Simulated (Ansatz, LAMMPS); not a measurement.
# Structural relaxation of a frame of liquid fluorobenzene from 280 K (192 atoms), part 2 of 2

Aim: bring a frame of liquid fluorobenzene from 280 K (192 atoms) to a nearby minimum of the energy and see what moves.

Ansatz 0.2.0; Kohn-Sham DFT, PBE+D4, PAW (set soft_2), plane waves.

The cell: 16 F, 96 C and 80 H. The network of contacts between molecules at the start is that of the classical potential that made the cell. The density was typed from a rule of thumb and may lie off the real one at this temperature. Sampling is at Γ alone, for a cell whose shortest periodic width is 14 Å.

So far, density (g/cm³): step 5 (local order after relaxation) 1.02.

## 6. Single point at the relaxed geometry (continued)

Density of states as counts of states in windows of 1 eV (from the Fermi level), total and the larger projections:

| from (eV) | to (eV) | total | C p | H s | F p |
| --- | --- | --- | --- | --- | --- |
| -10 | -9 | 31.9 | 15.8 | 4.5 | 8.4 |
| -9 | -8 | 52.5 | 28.7 | 8.6 | 9.6 |
| -8 | -7 | 61.1 | 29.7 | 5.7 | 23.1 |
| -7 | -6 | 46.5 | 30.9 | 11.5 | 2.0 |
| -6 | -5 | 79.6 | 47.0 | 8.8 | 22.0 |
| -5 | -4 | 48.3 | 31.0 | 9.1 | 7.6 |
| -4 | -3 | 0.7 | 0.7 | 0.0 | 0.0 |
| -3 | -2 | 63.3 | 59.3 | 0.0 | 3.7 |
| -2 | 1 | 0.0 | 0.0 | 0.0 | 0.0 |
| 1 | 2 | 0.2 | 0.2 | 0.0 | 0.0 |
| 2 | 3 | 65.2 | 58.5 | 1.2 | 1.0 |
| 3 | 4 | 17.8 | 2.8 | 5.6 | 0.3 |
| 4 | 5 | 34.4 | 5.5 | 9.1 | 0.8 |

Between -26 and -10 eV lie 160 more states.

About 32 of the 576 electrons lie in deeper levels, below the stored range.

The levels nearest the highest filled one (over half full), pooled over k-points and spins:

| level less the highest filled one (eV) | occupation |
| --- | --- |
| -0.116 | 2 |
| -0.105 | 2 |
| -0.0991 | 2 |
| -0.0415 | 2 |
| -0.0078 | 2 |
| 0 | 2 |
| 4.30 | 0 |
| 4.32 | 0 |
| 4.33 | 0 |
| 4.37 | 0 |
| 4.38 | 0 |
| 4.42 | 0 |

Electrostatic potential energy in the bc plane at fractional x = 0.010, with atoms of C and F and H within 0.2 Å of it. With pseudopotentials it is smooth inside the atoms' cores, unlike the true potential.

Ten even steps from '0' (-46 eV) to '9' (5 eV), each cell a mean:
```
00576500399999986676651017999999889872
35899843599999987650025568999999999996
26999999999999999872148999999999999996
99999999999999999997789999999999999999
99999999999999999999999999999999999999
98899999999999999999999999999999998788
31268999999999999999999999999999983015
20168999999999999999999999999999984125
76789999999999999999999999999999999889
99999999999999999999999999999999999999
99999999999999999999999999999999999999
99999999999999999999999998898789999999
99999855789999999999999974576456786469
99999865689999999999998645688730041017
99999998888888999999655003799852266579
99999999998412699999767436899988899999
99999999998200589999999999999999999999
99999999999867448999999999999999999999
98899999999999999999999999999999999999
87788999999999999999999999999999998878
88875689999999999999999886689999998557
99875689999999999999985245689999998678
88753689999999999999983037999999984127
34510367899999999999984258999998455235
```
Columns run along b (13.6 Å; values clipped at the 3rd and 97th percentile), rows up along c (13.6 Å). Atoms in or near the plane, at fractional coordinates: C at (0.04, 0.69), C at (0.93, 0.71), C at (0.61, 0.98), C at (0.53, 0.92), C at (0.33, 0.32), F at (0.93, 0.43), C at (0.83, 0.42), C at (0.63, 0.38), F at (0.19, 0.96), C at (0.01, 0.98), H at (0.00, 0.90).

Valence density in the bc plane at fractional x = 0.010, with atoms of C and F and H within 0.2 Å of it. It is the smooth field of the valence electrons, not physical close to the nuclei.

Ten steps, logarithmic in the rise over the least value, from '0' (0.00 × 1e0 e/Å³) to '9' (9.00 × 1e0 e/Å³), each cell a mean:
```
66554689841001234555556664310001233346
65322478631001234566666543210000000135
54210123210001122346654221100000000024
11000000000000000134532000000000000001
11100000000000000012210000000000111111
33321100000000000000000000000011234443
66643110000000000000000000000011246666
66653100000000000000000000000001235666
44331100000000000000000000000000012333
11110000000000000000000000000000000011
00000000000000000000000001111111000000
00011233211000000000000123334443111210
10012456532100000000001345545565446763
10012456542111000000123566543566668995
10001234333333210001456666422356556763
00000011124565421001355555432344321110
00000000124566542000112233322222100000
11110000012345552100000011111111000000
33321000000112221000000000000000111112
44443322100000000001111111100000123444
43445443200000000112233344420000124554
22345532100000001122345555420000124554
33456532100000012222245654210001345654
65666555420000123322246664200012555566
```
Columns run along b (13.6 Å), rows up along c (13.6 Å). Atoms in or near the plane, at fractional coordinates: C at (0.04, 0.69), C at (0.93, 0.71), C at (0.61, 0.98), C at (0.53, 0.92), C at (0.33, 0.32), F at (0.93, 0.43), C at (0.83, 0.42), C at (0.63, 0.38), F at (0.19, 0.96), C at (0.01, 0.98), H at (0.00, 0.90).

Mean Löwdin charges: C -0.06, F -0.24, H +0.21 e (they miss 1.2 % of the electrons, so they add up to more than the cell's charge). The largest share in the top eV of filled states is C p (94 % of the projected weight), and in the lowest eV of empty states C p (95 % of the projected weight).

The surroundings of F25, one of the 16 F atoms, nearest first, numbered as they follow in the input and with coordinates relative to it.

| atom | x | y | z | distance (Å) | bonds | Löwdin charge (e) |
| --- | --- | --- | --- | --- | --- | --- |
| F25 | 0.00 | 0.00 | 0.00 | 0.00 | 1 | -0.24 |
| C26 | 0.64 | 1.09 | -0.51 | 1.36 | 3 | 0.35 |
| C31 | 1.13 | 1.03 | -1.81 | 2.37 | 3 | -0.16 |
| C27 | 0.77 | 2.22 | 0.29 | 2.37 | 3 | -0.17 |
| H36 | 1.01 | 0.12 | -2.39 | 2.59 | 1 | 0.22 |
| H32 | 0.36 | 2.23 | 1.30 | 2.61 | 1 | 0.21 |
| H80 | -2.40 | -0.67 | 0.83 | 2.62 | 1 | 0.21 |
| H156 | 1.09 | -2.35 | 0.82 | 2.72 | 1 | 0.21 |
| H48 | -0.38 | -0.40 | 2.81 | 2.87 | 1 | 0.21 |
| H191 | -1.66 | -2.37 | -1.11 | 3.10 | 1 | 0.20 |

The column of bonds counts only the pairs C-C within 1.77 Å, C-H within 1.34 Å, C-F within 1.62 Å; other neighbours, such as metal atoms beside each other in a compound, aren't counted, and periodic images can show an atom twice.

## 7. Outcome

```json
{
  "energy change in the relaxation": "-41.81 meV/atom",
  "r.m.s. displacement": "0.821 Å",
  "largest displacement": "2.005 Å",
  "free energy per atom": "-199.4644 eV/atom",
  "pressure": "-0.3356 GPa",
  "r.m.s. force component": "0.00734 eV/Å",
  "gap (highest filled to lowest empty level)": "4.305 eV",
  "wall time of the 3 DFT runs": "14 min"
}
```

Relaxation lowers the energy by 41.8 meV/atom and moves atoms by 0.82 Å r.m.s.; the r.m.s. force component goes from 0.97 to 0.0073 eV/Å, the pressure goes from 1.5 to -0.34 GPa, and the gap from 4.14 to 4.30 eV. By the final cutoffs no bond was broken or made. First to last step the energy falls by 8.028 eV; the largest move, 2.00 Å, is that of F181. The C-F bonds change most in mean length: from 1.347 Å (spread 0.028) to 1.363 Å (spread 0.002). Counting bonds as in the table, all C atoms have 3, all F atoms have 1 and all H atoms have 1 bonded neighbour. Between filled and empty levels lie 4.30 eV (at Γ alone); a semilocal functional tends to put such gaps too low. In a disordered cell it changes from sample to sample and from frame to frame.

**Limits.** The network of contacts between molecules at the start is that of the classical potential that made the cell; in DFT atoms moved by 0.82 Å r.m.s.

[Logs are printed without paths, hosts, clocks, repeated set-up lines and the standing remarks that a program may print on its own settings, such as how far it seeks lower states.]

[Hosts, paths, dates, database ids (printed as entryN), source tags and the programs' standing remarks are cut or masked in the printed files.]
